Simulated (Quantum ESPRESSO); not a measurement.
## ZnS (F-43m): from Born charge to LO-TO splitting

How high does the longitudinal optical mode of ZnS (F-43m) lie, given the transverse one, the Born charge and ε∞?

Calculated with Quantum ESPRESSO 7.5; DFT LDA, scalar-relativistic, plane waves, PseudoDojo norm-conserving pseudopotentials.

The database entry behind the starting cell differs from later determinations by our own check (about 0.1 % short), so it need not match the best structure at ambient conditions.

### Step 1. The relaxed structure

Symmetry: F-43m, No. 216, cubic system. Conventional cell: a = 5.297 Å, b = 5.297 Å, c = 5.297 Å, α = 90.00°, β = 90.00°, γ = 90.00°. Nearest to Zn lie 4 S at 2.29 Å. Nearest to S lie 4 Zn at 2.29 Å. Farther neighbours and most contacts between anions are not listed.

Structure file:

```
Zn S
1.0
    -2.64874    0.00000    2.64874
     0.00000    2.64874    2.64874
    -2.64874    2.64874    0.00000
Zn S
1 1
Direct
  0.25000 0.25000 0.25000
  0.00000 0.00000 0.00000
```

This is the cell after its relaxation at this level of theory, not the database cell from which that began.

### Step 2. What the response run gave

A linear-response run on the relaxed cell, with the response to an electric field; only its zone-centre results are used. Cutoff 92 Ry, k mesh 12×12×12.

Log:

```text
[banners, grids, parts of the stress and lines that vanish by symmetry left out]
Program PHONON v.7.5
     Reading xml data from directory:

[...]
Exchange-correlation= PW
                           (   1   4   0   0   0   0   0)
[...]
kinetic-energy cut-off    =      92.0000  Ry
     charge density cut-off    =     368.0000  Ry
     convergence threshold     =      1.0E-18
[...]
Exchange-correlation= PW
                           (   1   4   0   0   0   0   0)
[...]
q = (   0.0000000   0.0000000   0.0000000 )
     25 Sym.Ops. (with q -> -q+G )
     G cutoff =  934.1674  (  29939 G-vectors)     FFT grid: ( 45, 45, 45)
     number of k points=    72
[...]
Mode symmetry, T_d (-43m)  point group:
[...]
Dielectric constant
[...]
End of electric fields calculation
          Dielectric constant in cartesian axis
          (       6.227326736       0.000000000      -0.000000000 )
          (       0.000000000       6.227326736       0.000000000 )
          (      -0.000000000       0.000000000       6.227326736 )
          Effective charges (d Force / dE) in cartesian axis without acoustic sum rule applied (asr)
           atom    1  Zn    Mean Z*:        1.90786
      Ex  (        1.90786       -0.00000       -0.00000 )
      Ey  (       -0.00000        1.90786        0.00000 )
      Ez  (       -0.00000        0.00000        1.90786 )
           atom    2  S     Mean Z*:       -1.90893
      Ex  (       -1.90893        0.00000        0.00000 )
      Ey  (       -0.00000       -1.90893       -0.00000 )
      Ez  (        0.00000       -0.00000       -1.90893 )
          Effective charges Sum: Mean:       -0.00107
[...]
Effective charges (d Force / dE) in cartesian axis with asr applied:
           atom    1  Zn    Mean Z*:        1.90839
[...]
atom    2  S     Mean Z*:       -1.90839
[...]
Representation #   1 modes #   1   2   3
[...]
End of self-consistent calculation
     Convergence has been achieved
     Representation #   2 modes #   4   5   6
[...]
End of self-consistent calculation
     Convergence has been achieved
[...]
Dielectric constant in cartesian axis
          (       6.227326736       0.000000000      -0.000000000 )
          (       0.000000000       6.227326736       0.000000000 )
          (      -0.000000000       0.000000000       6.227326736 )
          Effective charges (d Force / dE) in cartesian axis without acoustic sum rule applied (asr)
           atom    1  Zn    Mean Z*:        1.90786
      Ex  (        1.90786       -0.00000       -0.00000 )
      Ey  (       -0.00000        1.90786        0.00000 )
      Ez  (       -0.00000        0.00000        1.90786 )
           atom    2  S     Mean Z*:       -1.90893
      Ex  (       -1.90893        0.00000        0.00000 )
      Ey  (       -0.00000       -1.90893       -0.00000 )
      Ez  (        0.00000       -0.00000       -1.90893 )
          Effective charges Sum: Mean:       -0.00107
[...]
Effective charges (d Force / dE) in cartesian axis with asr applied:
           atom    1  Zn    Mean Z*:        1.90839
[...]
atom    2  S     Mean Z*:       -1.90839
[...]
q = (    0.000000000   0.000000000   0.000000000 )
[...]
freq (    1) =      -0.085742 [THz] =      -2.860047 [cm-1]
     freq (    2) =      -0.085742 [THz] =      -2.860047 [cm-1]
     freq (    3) =      -0.085742 [THz] =      -2.860047 [cm-1]
     freq (    4) =       8.729645 [THz] =     291.189616 [cm-1]
     freq (    5) =       8.729645 [THz] =     291.189616 [cm-1]
     freq (    6) =       8.729645 [THz] =     291.189616 [cm-1]
[...]
Mode symmetry, T_d (-43m)  point group:
     freq (   1-   3) =         -2.9  [cm-1]   --> T_2  G_15 P_4   I+R
     freq (   4-   6) =        291.2  [cm-1]   --> T_2  G_15 P_4   I+R

   JOB DONE.
```

```csv
quantity,value
cell volume Ω (Å³),37.166
mass of Zn (u),65.380
mass of S (u),32.060
"Born charge of Zn, raw (e)",1.908
"Born charge of S, raw (e)",-1.909
ε∞,6.227
ω(TO) after the sum rule (cm⁻¹),291.2
```

### Step 3. The calculation

The charges must sum to zero over the cell; taking off their mean, -0.001 e, leaves Z* = 1.908 e on Zn. In the polar mode Zn moves against S, so the reduced mass is μ = 65.38 × 32.06 / 97.44 = 21.512 u.

A longitudinal wave builds up a field that adds to the restoring force: ω(LO)² = ω(TO)² + 4π Z*² / (μ Ω ε∞), in Hartree atomic units. With μ = 39213 electron masses and Ω = 250.81 bohr³ the second term is 7.4726e-07 Ha², or 35995 cm⁻² (1 Ha = 219474.6 cm⁻¹).

So ω(LO) = √(84797 + 35995) = 347.6 cm⁻¹, and by the Lyddane-Sachs-Teller relation ε₀ = ε∞ (ω(LO)/ω(TO))² = 8.87.

### Step 4. Check against the program

The analysis program adds the same non-analytic term to the full matrix, here for q along (1 0 0).

Log:

```text
[banner, memory and clock lines left out]
Program DYNMAT v.7.5

     Reading Dynamical Matrix from file g.dyn
     ...Force constants read
     ...epsilon and Z* read

     Polarizability (A^3 units)
     multiply by 0.364638 for Clausius-Mossotti correction
        15.460307    0.000000   -0.000000
         0.000000   15.460307    0.000000
        -0.000000    0.000000   15.460307

     IR activities are in (D/A)^2/amu units

# mode   [cm-1]    [THz]      IR
    1     -0.00   -0.0000    0.0000
    2     -0.00   -0.0000    0.0000
    3      0.00    0.0000    0.0000
    4    291.20    8.7299    3.9060
    5    291.20    8.7299    3.9060
    6    347.55   10.4192    3.9060
```

ε₀ comes from the program's run without a direction of q.

```csv
quantity,by hand,program
ω(LO) (cm⁻¹),347.6,347.6
ε₀,8.87,8.87
```

### Step 5. Summary of results

```yaml
to_mode: 291.2 cm⁻¹
lo_mode: 347.6 cm⁻¹
static_dielectric_constant: 8.871
```

The LO mode of ZnS (F-43m) lies at 348 cm⁻¹, 56 cm⁻¹ above the TO mode; the formula meets the program within 0.1 cm⁻¹, as it must for a cubic crystal with one polar mode. ω(LO)² − ω(TO)² goes with Z*²/ε∞: an error of 5 % in ε∞ would move the LO mode by 2.5 cm⁻¹, and semilocal functionals tend to overestimate ε∞. These are harmonic values at zero temperature, at the volume of this functional, for the structure held cubic; stability elsewhere in the zone is no part of this calculation.

[Host names and launcher messages were left out of these logs when they were recorded.]

[Logs are printed without paths, hosts, clocks, repeated set-up lines and the standing remarks that a program may print on its own settings, such as how far it seeks lower states.]

[Hosts, paths, dates, database ids (printed as entryN), source tags and the programs' standing remarks are cut or masked in the printed files.]
